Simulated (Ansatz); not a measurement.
# ZnNi3C (Pm-3m): following an unstable mode

Aim: this structure of ZnNi3C (Pm-3m) is to be tested for unstable modes, and one is followed downhill.

Calculated with Ansatz 0.2.0; DFT PBEsol, scalar-relativistic, plane waves, PAW; PAW set soft_1.

## 1. Starting point

The structure is cubic, space group Pm-3m (No. 221). Conventional cell: a = 3.720 Å, b = 3.720 Å, c = 3.720 Å, α = 90.00°, β = 90.00°, γ = 90.00°. Nearest to Zn lie 12 Ni at 2.63 Å. Nearest to Ni lie 2 C at 1.86 Å and 4 Zn at 2.63 Å and 8 Ni at 2.63 Å. Nearest to C lie 6 Ni at 1.86 Å. Farther neighbours are not listed.

## 2. The dispersion

The cell comes from relaxations at this level that are not shown. Stability and thermal properties need the whole zone. Linear response on a 2×2×2 q mesh gives force constants as far as a supercell of that size would.

Contents of input.yaml:

```yaml
crystal:
  lattice:
    - [3.7198786686, 0.0, 0.0]
    - [0.0, 3.7198786686, 0.0]
    - [0.0, 0.0, 3.7198786686]
  atoms:
    - { symbol: Zn, position: [0.0, 0.0, 0.0] }
    - { symbol: Ni, position: [0.0, 0.5, 0.5] }
    - { symbol: Ni, position: [0.5, 0.5, 0.0] }
    - { symbol: Ni, position: [0.5, 0.0, 0.5] }
    - { symbol: C, position: [0.5, 0.5, 0.5] }
kpoints:
  mp_grid: { grid: [12, 12, 12] }
hamiltonian:
  xc: pbesol
  pseudopotentials: { kind: paw, azcp: { folder: soft_1 }, xc_functional: pbe }
scf:
  occupations: { method: methfessel_paxton, width: 0.2 }
output:
  eigenvalues: true
phonons:
  method: dfpt
  qmesh: [2, 2, 2]
  temperatures: { t_max: 1000, t_step: 50 }
  qpath:
    path:
      - [[0.0, 0.0, 0.0], [0.0, 0.5, 0.0], [0.5, 0.5, 0.0], [0.0, 0.0, 0.0], [0.5, 0.5, 0.5], [0.0, 0.5, 0.0]]
      - [[0.5, 0.5, 0.5], [0.5, 0.5, 0.0]]
    npoints: 10
```

Started as:

```console
$ ansatz run input.yaml --threads 4 --pin off --max-ram 10240MiB --backend cpu --events-out ev --progress --plain --runs-dir out
```

Numbers of over 12 decimals in the logs are rounded to 6 here.

Output:

```text
Engine: ansatz 0.2.0, x86_64-unknown-linux-gnu
Pseudopotentials: kind: paw
Pseudopotential: Zn, paw, valence charge 12, recommended cutoff 420 eV (normal), soft_1/Zn.paw.azcp
Pseudopotential: Ni, paw, valence charge 18, recommended cutoff 420 eV (normal), soft_1/Ni.paw.azcp
Pseudopotential: C, paw, valence charge 4, recommended cutoff 420 eV (normal), soft_1/C.paw.azcp
Functional definition: PBEsol
  exchange = pbesol_x
  correlation = pbesol_c
Crystal: 5 atoms, lattice volume = 51.474 Å³
Basis set: ecut = 420 eV, 1021 PW (Γ), exchange–correlation on 50×50×50 points (8 copies of the dense FFT grid, shifted against one another)
Bands: 42, of which v1, the nominal top of the filled ones, is band 35 counted from 1 (34 counted from 0)
Symmetry: 48 space group operations
k-points: 84 of 1728
Non-local potential: Zn, projectors of the file, l = 0: 2, l = 1: 2, l = 2: 3, l = 3: 1
Non-local potential: Ni, projectors of the file, l = 0: 3, l = 1: 2, l = 2: 3, l = 3: 1
Non-local potential: C, projectors of the file, l = 0: 2, l = 1: 2, l = 2: 1
PAW form: soft (Blöchl's): semilocal exchange-correlation on the pseudo side does not see the compensation charge
PAW frozen core: Zn, regenerated for the run's functional, and the local potential with it (the file was generated under x = pbe(κ = 0.804, μ = 0.219515), c = pbe(β = 0.066725))
PAW frozen core: Ni, regenerated for the run's functional, and the local potential with it (the file was generated under x = pbe(κ = 0.804, μ = 0.219515), c = pbe(β = 0.066725))
PAW frozen core: C, regenerated for the run's functional, and the local potential with it (the file was generated under x = pbe(κ = 0.804, μ = 0.219515), c = pbe(β = 0.066725))
PAW one-centre angular grid: Zn, 590 points (default); XC on 64 Gauss nodes
PAW one-centre angular grid: Ni, 590 points (default); XC on 64 Gauss nodes
PAW one-centre angular grid: C, 110 points (default); XC on 64 Gauss nodes
Initial density: superposition of atomic densities (chi_scale 0.1, normalization cell, long waves kept (reshape's long-wave potential 0.01 eV rms))
Initial wavefunctions: pseudopotential atomic-orbital guess
Functional: x = pbesol(κ = 0.804, μ = 0.123457), c = pbesol(β = 0.046)
SCF iter   1: F=—  HF=-20944.022438 eV  |F-HF|=—  |Δ(HF+E_count)|=         —  Δρ=7.30e-2  dr2=3.40e0  ethr=3.10e-3  ⟨swp⟩=5.6  Hψ=13306  notcnv=0
preconditioner: auto → Kerker (q_TF=auto, 2.872 Å⁻¹)  [metal: Δε(μ)=0.005 eV  Ē_g=8.734 eV  σ=0.200 eV  W_gap=0.02  n_scr=18 (ndim 8)  ℏωp=35.1 eV  f_vac=0.000  D(μ)=5.50/eV (n_scr^D=80)]
SCF iter   2: F=—  HF=-20943.393516 eV  |F-HF|=—  |Δ(HF+E_count)|=   6.29e-1  S|Δr|=    0.00e0  Δρ=3.47e-2  dr2=1.13e0  ethr=3.10e-3  ⟨swp⟩=2.3  Hψ=4631  notcnv=0  defer=141
SCF iter   3: F=—  HF=-20943.097962 eV  |F-HF|=—  |Δ(HF+E_count)|=   2.96e-1  S|Δr|=    0.00e0  Δρ=1.74e-2  dr2=3.22e-1  ethr=1.61e-3  ⟨swp⟩=2.0  Hψ=6297  notcnv=0  defer=142
SCF iter   4: F=—  HF=-20943.016328 eV  |F-HF|=—  |Δ(HF+E_count)|=   8.16e-2  S|Δr|=    0.00e0  Δρ=7.53e-3  dr2=2.48e-2  ethr=4.60e-4  ⟨swp⟩=2.0  Hψ=5601  notcnv=0  defer=142
SCF iter   5: F=—  HF=-20943.014019 eV  |F-HF|=—  |Δ(HF+E_count)|=   2.31e-3  S|Δr|=    0.00e0  Δρ=4.04e-3  dr2=4.59e-3  ethr=3.54e-5  ⟨swp⟩=2.0  Hψ=5172  notcnv=0  defer=142
SCF iter   6: F=—  HF=-20943.013004 eV  |F-HF|=—  |Δ(HF+E_count)|=   1.01e-3  S|Δr|=    0.00e0  Δρ=1.58e-3  dr2=6.14e-4  ethr=6.56e-6  ⟨swp⟩=2.0  Hψ=5249  notcnv=0  defer=142
SCF iter   7: F=—  HF=-20943.012774 eV  |F-HF|=—  |Δ(HF+E_count)|=   2.30e-4  S|Δr|=    0.00e0  Δρ=2.84e-4  dr2=2.57e-5  ethr=8.77e-7  ⟨swp⟩=2.0  Hψ=5256  notcnv=0  defer=142
SCF iter   8: F=—  HF=-20943.012764 eV  |F-HF|=—  |Δ(HF+E_count)|=   1.01e-5  S|Δr|=    0.00e0  Δρ=9.89e-5  dr2=4.36e-6  ethr=3.67e-8  ⟨swp⟩=2.2  Hψ=5102  notcnv=0  defer=142
SCF iter   9: F=—  HF=-20943.012777 eV  |F-HF|=—  |Δ(HF+E_count)|=   1.26e-5  S|Δr|=    0.00e0  Δρ=2.28e-5  dr2=1.82e-7  ethr=6.23e-9  ⟨swp⟩=2.7  Hψ=5537  notcnv=0  defer=142
SCF iter  10: F=—  HF=-20943.012777 eV  |F-HF|=—  |Δ(HF+E_count)|=   4.83e-8  S|Δr|=    0.00e0  Δρ=6.01e-6  dr2=8.06e-9  ethr=2.60e-10  ⟨swp⟩=2.1  Hψ=5503  notcnv=0  defer=142
[...]
SCF 1 converged in 14 iterations: F = -20943.012777 eV  dr2 = 2.96e-12
  greatest PAW one-centre occupation: 1.001 electrons in one spin orbital (limit 2), on the Ni atom at site 1 (counted from 0), in its partial waves of l = 1
Initial density: read from a saved state, or passed on in memory by an earlier SCF of this step, an earlier step, the calling program or the single point that the run made first
[...]
SCF iter   1: F=—  HF=-20943.012762 eV  |F-HF|=—  |Δ(HF+E_count)|=         —  Δρ=3.32e-6  dr2=4.61e-9  ethr=1.77e-6  ⟨swp⟩=2.3  Hψ=20390  notcnv=0
eigensolver tolerance schedule: the retry pair's looser diagonalisation over-reported the residual by 268885.85 of it (diagonalisation noise at an unbounded share of the residual, at the tolerance the schedule requests for it); recorded, not acted on — ethr = c·dr2/N_el stays at c = 1.0e-1
preconditioner: auto → Kerker (q_TF=auto, 2.872 Å⁻¹)  [metal: Δε(μ)=0.028 eV  Ē_g=8.879 eV  σ=0.200 eV  W_gap=0.12  n_scr=18 (ndim 8)  ℏωp=35.1 eV  f_vac=0.000  D(μ)=4.85/eV (n_scr^D=56)]
SCF iter   2: F=—  HF=-20943.012777 eV  |F-HF|=—  |Δ(HF+E_count)|=   1.47e-5  S|Δr|=    0.00e0  Δρ=2.57e-6  dr2=1.89e-9  ethr=6.59e-12  ⟨swp⟩=4.3  Hψ=11901  notcnv=0
SCF iter   3: F=—  HF=-20943.012777 eV  |F-HF|=—  |Δ(HF+E_count)|=  3.64e-10  S|Δr|=    0.00e0  Δρ=1.32e-6  dr2=5.66e-10  ethr=2.70e-12  ⟨swp⟩=2.0  Hψ=5245  notcnv=0
SCF iter   4: F=—  HF=-20943.012777 eV  |F-HF|=—  |Δ(HF+E_count)|=  8.73e-11  S|Δr|=    0.00e0  Δρ=6.70e-7  dr2=1.76e-10  ethr=1.00e-12  ⟨swp⟩=1.0  Hψ=3528  notcnv=0
SCF iter   5: F=—  HF=-20943.012777 eV  |F-HF|=—  |Δ(HF+E_count)|=  2.18e-11  S|Δr|=    0.00e0  Δρ=5.18e-7  dr2=1.11e-10  ethr=1.00e-12  ⟨swp⟩=1.0  Hψ=3528  notcnv=0
SCF iter   6: F=—  HF=-20943.012777 eV  |F-HF|=—  |Δ(HF+E_count)|=  1.09e-11  S|Δr|=    0.00e0  Δρ=3.48e-7  dr2=5.01e-11  ethr=1.00e-12  ⟨swp⟩=1.0  Hψ=3528  notcnv=0
SCF iter   7: F=—  HF=-20943.012777 eV  |F-HF|=—  |Δ(HF+E_count)|=  3.64e-12  S|Δr|=    0.00e0  Δρ=3.72e-7  dr2=5.68e-11  ethr=1.00e-12  ⟨swp⟩=1.0  Hψ=3528  notcnv=0
SCF iter   8: F=—  HF=-20943.012777 eV  |F-HF|=—  |Δ(HF+E_count)|=  3.64e-12  S|Δr|=    0.00e0  Δρ=2.34e-7  dr2=2.17e-11  ethr=1.00e-12  ⟨swp⟩=1.0  Hψ=3528  notcnv=0
SCF iter   9: F=—  HF=-20943.012777 eV  |F-HF|=—  |Δ(HF+E_count)|=  3.64e-12  S|Δr|=    0.00e0  Δρ=1.60e-7  dr2=1.07e-11  ethr=1.00e-12  ⟨swp⟩=1.0  Hψ=3528  notcnv=0
SCF iter  10: F=-20943.012777 eV  HF=-20943.012777 eV  |F-HF|=7.28e-12  |Δ(HF+E_count)|=  7.28e-12  S|Δr|=    0.00e0  Δρ=6.17e-8  dr2=1.50e-12  ethr=1.00e-12  ⟨swp⟩=2.1  Hψ=6057  notcnv=0
SCF 2 converged in 10 iterations: F = -20943.012777 eV  dr2 = 1.50e-12
  greatest PAW one-centre occupation: 1.001 electrons in one spin orbital (limit 2), on the Ni atom at site 3 (counted from 0), in its partial waves of l = 1
phonons: the bands overlap, so this run is a metal and interpolates without the dipole-dipole term. If the crystal is really an insulator or semiconductor, its LO-TO splitting is missing
NSCF: frozen V_eff on 84 k-points
NSCF: frozen V_eff on 343 k-points
DFPT response loops at q = (0, 0, 0) (fractional): preconditioner auto → Kerker (q_TF=auto, 2.872 Å⁻¹) (partly filled bands, converged f_vac=0.000); β = 1.00, the filter's whole step (`scf.mixing.beta` (0.50) is not read by the response loops under this deck's `scf.mixing.preconditioner`; to damp them name `kerker` or `kerker_dos`, under which they read `scf.mixing.beta`, and type it under 1.00, their step now; both keys bind the ground state too); Broyden in place of MSR1
NSCF: frozen V_eff on 686 k-points
DFPT response loops at q = (0, 0, -0.5) (fractional): mixed as the last ones told, above
NSCF: frozen V_eff on 686 k-points
DFPT response loops at q = (0, -0.5, -0.5) (fractional): mixed as the last ones told, above
NSCF: frozen V_eff on 686 k-points
DFPT response loops at q = (-0.5, -0.5, -0.5) (fractional): mixed as the last ones told, above
SCF converged after 14 iterations
Stability not checked: this state was not tested for a lower state beside it, because cold or Methfessel-Paxton smearing, or corrected tetrahedra, fill the levels in a way that the test cannot read (fill_not_monotonic; see scf.lower_state_search)
Free energy (F): -20943.012777 eV
Harris-Foulkes:  -20943.012777 eV  (|F-HF|=7.28e-12)
Internal energy: -20943.003201 eV  (E = F + TS)
E sigma→0 (E₀):  -20943.010383 eV
Entropy (-TS):   -0.009576 eV (-1.915 meV/atom)
Fermi energy:    16.026073 eV
--- Per-component energies (eV) ---
  E_band       = -836.358285
  E_kinetic    = 1260.341814
  E_local      = -10807.622893  (includes V_loc(G=0)·N_el)
  E_nonlocal   = 496.552906
  E_hartree    = 5489.435720
  E_xc         = -463.585966
  E_vxc        = -548.771374  (∫ρ·V_xc dr)
  E_paw        = -6820.839172  (= ΣΔE_a)
  E_vpaw       = -2215.732656  (= ΣTr[D̂ρ^β])
  E_aug_tail   = 0.002468  (compensation charges beyond the density's cutoff)
  E_ewald      = -10098.698403
  E_core_change = 1.410324  (= ΣΔE_core)
  E_smearing   = -0.009576  (= −TS)
  E_closure    = -0.000000  (closes the sum)
  Σ components = -20943.012777   (vs F -20943.012777, Δ=0.00e0)
--- Band table (eV; the first three rows and the last of 84) ---
  k-point 0: bands = [... 31 lower, 14.7342, 15.2465, 15.2465, 15.2465, 15.5580, 18.9392, 20.6657, 20.6657, ... 3 higher]
  k-point 1: bands = [... 31 lower, 14.7248, 15.2465, 15.2965, 15.2965, 15.5319, 18.9514, 20.3888, 20.7230, ... 3 higher]
  k-point 2: bands = [... 31 lower, 14.6990, 15.2467, 15.4506, 15.4506, 15.4548, 18.9961, 20.0049, 20.8723, ... 3 higher]
  k-point 83: bands = [... 31 lower, 14.9814, 14.9814, 15.3194, 15.3194, 15.3194, 17.6194, 17.6194, 17.6194, ... 3 higher]
--- Phonons (Γ-DFPT): 4 representative perturbations + reference (Σ response iterations 15) ---
  ASR residual: 2.352e-5 → 0.000e0 eV/Å²; symmetrization residual: 1.871e-6 eV/Å²
  ASR residual per site (eV/Å²): 2.06e-6 2.35e-5 2.35e-5 2.35e-5 3.16e-6
  Γ frequencies (cm⁻¹): 0.00 0.00 0.00 147.85 147.85 147.85 158.01 158.01 158.01 184.60 184.60 184.60 633.88 633.88 633.88
--- Phonons (arbitrary-q DFPT): 4 irreducible q on the 2×2×2 mesh ---
  q = [0.0000, 0.0000, 0.0000] (star 1, of the zone-centre solve; hermiticity 1.80e-7, symmetrization 1.68e-12): -0.00 0.00 0.00 147.85 147.85 147.85 158.01 158.01 158.01 184.60 184.60 184.60 633.88 633.88 633.88
  q = [0.0000, 0.0000, -0.5000] (star 3, 9 solved perturbations in 2646 linear systems a pass and spin channel, the states on 343 of 1728 k-point pairs; hermiticity 6.41e-8, symmetrization 8.80e-12): -48.38 -48.38 42.39 109.96 109.96 114.32 151.76 151.76 153.09 179.42 179.42 311.84 632.45 632.45 727.58
  q = [0.0000, -0.5000, -0.5000] (star 3, 9 solved perturbations in 2646 linear systems a pass and spin channel, the states on 343 of 1728 k-point pairs; hermiticity 1.97e-7, symmetrization 1.16e-11): 37.77 37.77 55.63 73.70 86.01 86.01 145.40 163.56 163.56 171.17 266.97 360.11 627.36 741.89 741.89
  q = [-0.5000, -0.5000, -0.5000] (star 1, 4 solved perturbations in 931 linear systems a pass and spin channel, the states on 343 of 1728 k-point pairs; hermiticity 1.09e-7, symmetrization 8.26e-12): 6.42 6.42 6.42 101.33 101.33 101.33 186.07 186.07 186.07 270.31 270.31 402.59 750.75 750.75 750.75
  sum rule: each row above includes the acoustic sum rule's correction from the zone centre's row sums; it moved no ω² by more than (0.33 cm⁻¹)²
  mesh force constants: q→R imaginary residual 2.88e-18; ASR residual 2.352e-5 → 0.000e0 eV/Å²; symmetrization residual 2.487e-14 eV/Å²
  interpolated dispersion: 62 rows × 15 modes
  density of states and harmonic sums: on the 18×18×18 q-mesh, interpolated from the force constants of a 2×2×2 supercell (no non-analytic term)
  largest difference from the sums on the solved wave vectors: F 1.14e-1 eV, S 1.87e-4 and C_V 7.32e-5 eV/K
  zero-point energy: 0.231725 eV/cell   skipped modes (ω ≤ 0): 71, of them read as no rigid motion or as one in doubt: 68 (2.747e-1 modes/cell left out, lowest -48.38 cm⁻¹)   left out of the sums: 1.83e-2 of the cell's modes: C_V's classical limit lies that fraction below 3 k_B per atom; for a crystal, a wire or a layer, F and S can be off by more, and a phonons.interpolated_qmesh denser along its periods is the remedy for the sampling
```

Wall time 6.4 min (4 threads of Intel Xeon Platinum 8375C at 2.90GHz (Ice Lake), shared host); peak memory 2.3 GiB.

The column dr2 measures how far the density is from self-consistency, as an energy; F and HF (Harris–Foulkes) agree once it is small.

This run has no spin polarisation, although Ni can carry a moment.

This step gave:

```
volume per atom                                         : 10.29 Å³
gap on the k-mesh                                       : 0 eV
sum-rule residual before enforcement                    : 2.35e-5 eV/Å²
lowest frequency on the path                            : -48.38 cm⁻¹
point group                                             : m-3m
highest frequency on the path or at a solved wavevector : 750.8 cm⁻¹
highest optical mode at the zone centre (no LO-TO term) : 633.9 cm⁻¹
lowest optical zone-centre mode                         : 147.8 cm⁻¹
lowest mode on the q mesh (acoustic modes at Γ apart)   : -48.38 cm⁻¹
```

Frequencies (cm⁻¹) solved at each irreducible wavevector; negative means imaginary. Frequencies by wavevector, by row:

| q in reciprocal lattice units | star | mode 1 | mode 2 | mode 3 | mode 4 | mode 13 | mode 14 | mode 15 |
| --- | --- | --- | --- | --- | --- | --- | --- | --- |
| 0 0 0 | 1 | 0 | 0 | 0 | 147.8 | 633.9 | 633.9 | 633.9 |
| 0 0 -0.5 | 3 | -48.4 | -48.4 | 42.4 | 110 | 632.5 | 632.5 | 727.6 |
| 0 -0.5 -0.5 | 3 | 37.8 | 37.8 | 55.6 | 73.7 | 627.4 | 741.9 | 741.9 |
| -0.5 -0.5 -0.5 | 1 | 6.4 | 6.4 | 6.4 | 101.3 | 750.8 | 750.8 | 750.8 |

Interpolated from a 2×2×2 q mesh, rough between the solved points. The phonon branches at the labelled points (cm⁻¹):

| point | branch 1 | branch 2 | branch 3 | branch 4 | branch 12 | branch 13 | branch 14 | branch 15 |
| --- | --- | --- | --- | --- | --- | --- | --- | --- |
| Γ | 0 | 0 | 0 | 148 | 185 | 634 | 634 | 634 |
| halfway | 20 | 20 | 93 | 116 | 255 | 633 | 633 | 678 |
| X | -48 | -48 | 42 | 110 | 312 | 632 | 632 | 728 |
| halfway | -23 | -11 | 61 | 90 | 330 | 630 | 685 | 735 |
| M | 38 | 38 | 56 | 74 | 360 | 627 | 742 | 742 |
| halfway | 37 | 70 | 74 | 104 | 284 | 632 | 680 | 682 |
| Γ | 0 | 0 | 0 | 148 | 185 | 634 | 634 | 634 |
| halfway | 62 | 62 | 81 | 93 | 310 | 683 | 683 | 685 |
| R | 6 | 6 | 6 | 101 | 403 | 751 | 751 | 751 |
| halfway | 26 | 52 | 64 | 71 | 349 | 685 | 687 | 741 |
| X | -48 | -48 | 42 | 110 | 312 | 632 | 632 | 728 |
| jump to R | 6 | 6 | 6 | 101 | 403 | 751 | 751 | 751 |
| halfway | 24 | 24 | 52 | 88 | 378 | 687 | 746 | 746 |
| M | 38 | 38 | 56 | 74 | 360 | 627 | 742 | 742 |

Symmetry leaves 4 wavevectors to solve. The lowest mode among them, the acoustic zeros apart, lies at q = (0, 0, -0.5) and is imaginary, 48.4i cm⁻¹, so the energy falls along it.

## 3. The mode frozen in, largest atomic shift 0 Å

The mode followed lies at q = (0, 0, -0.5) with frequency 48.4i cm⁻¹ and is 2-fold degenerate, the softest among the wavevectors solved. At small amplitude the distorted cell has space group no. 63 by a symmetry search on the positions. The undistorted cell that holds it gives the zero of energy on the same k mesh.

System of this step: ZnNi3C. It takes space group Pm-3m (No. 221, cubic). The conventional cell has a = 3.720 Å, b = 3.720 Å, c = 3.720 Å, α = 90.00°, β = 90.00°, γ = 90.00°. Zn has 12 Ni at 2.63 Å nearest. Nearest to Ni lie 2 C at 1.86 Å and 8 Ni at 2.63 Å and 4 Zn at 2.63 Å. Ni has 2 C at 1.86 Å and 8 Ni at 2.63 Å and 4 Zn at 2.63 Å nearest. Nearest to C lie 6 Ni at 1.86 Å. Farther neighbours are not listed.

Contents of input.yaml:

```yaml
crystal:
  lattice:
    - [3.7198786686, 0.0, 0.0]
    - [0.0, 3.7198786686, 0.0]
    - [0.0, 0.0, 7.4397573372]
  atoms:
    - { symbol: Zn, position: [0.0, 0.0, 0.0] }
    - { symbol: Zn, position: [0.0, 0.0, 0.5] }
    - { symbol: Ni, position: [0.0, 0.5, 0.25] }
    - { symbol: Ni, position: [0.0, 0.5, 0.75] }
    - { symbol: Ni, position: [0.5, 0.5, 0.0] }
    - { symbol: Ni, position: [0.5, 0.5, 0.5] }
    - { symbol: Ni, position: [0.5, 0.0, 0.25] }
    - { symbol: Ni, position: [0.5, 0.0, 0.75] }
    - { symbol: C, position: [0.5, 0.5, 0.25] }
    - { symbol: C, position: [0.5, 0.5, 0.75] }
kpoints:
  mp_grid: { grid: [10, 10, 6] }
hamiltonian:
  xc: pbesol
  pseudopotentials: { kind: paw, azcp: { folder: soft_1 }, xc_functional: pbe }
scf:
  occupations: { method: methfessel_paxton, width: 0.2 }
output:
  forces: true
  stress: true
  eigenvalues: true
```

Output:

```text
[...]
Crystal: 10 atoms, lattice volume = 102.948 Å³
Basis set: ecut = 420 eV, 2041 PW (Γ), exchange–correlation on 50×50×100 points (8 copies of the dense FFT grid, shifted against one another)
Bands: 84, of which v1, the nominal top of the filled ones, is band 70 counted from 1 (69 counted from 0)
Symmetry: 32 space group operations
[...]
k-points: 84 of 600
[...]
k-point 0: bands = [... 66 lower, 15.2465, 15.2470, 15.2478, 15.5588, 16.2282, 16.2282, 18.9391, 19.2444, ... 10 higher]
  k-point 1: bands = [... 66 lower, 15.2478, 15.2965, 15.2965, 15.5327, 16.1506, 16.1506, 18.9513, 19.2223, ... 10 higher]
  k-point 2: bands = [... 66 lower, 15.2476, 15.4504, 15.4504, 15.4556, 15.9471, 15.9471, 18.9958, 19.1603, ... 10 higher]
  k-point 83: bands = [... 66 lower, 15.4682, 15.4682, 15.8043, 15.8043, 15.8043, 15.8043, 17.4676, 17.4676, ... 10 higher]
[key lines of the parts left out:]
SCF converged after 10 iterations
Free energy (F): -41886.027523 eV
Fermi energy:    16.024585 eV
P = ⅓ Tr σ = -0.0104 GPa (-0.104 kbar)
```

Wall time 11 s (4 threads); peak memory 0.89 GiB; 44 s of CPU time.

Numbers from this step:

```yaml
pressure: -0.01039 GPa
energy_from_the_undistorted_cell: 0 meV/atom
```

The run ends at a pressure of -0.01 GPa.

(Part 1 of 3 ends here.)

[Logs are printed without paths, hosts, clocks, repeated set-up lines and the standing remarks that a program may print on its own settings, such as how far it seeks lower states.]

[Hosts, paths, dates, database ids (printed as entryN), source tags and the programs' standing remarks are cut or masked in the printed files.]
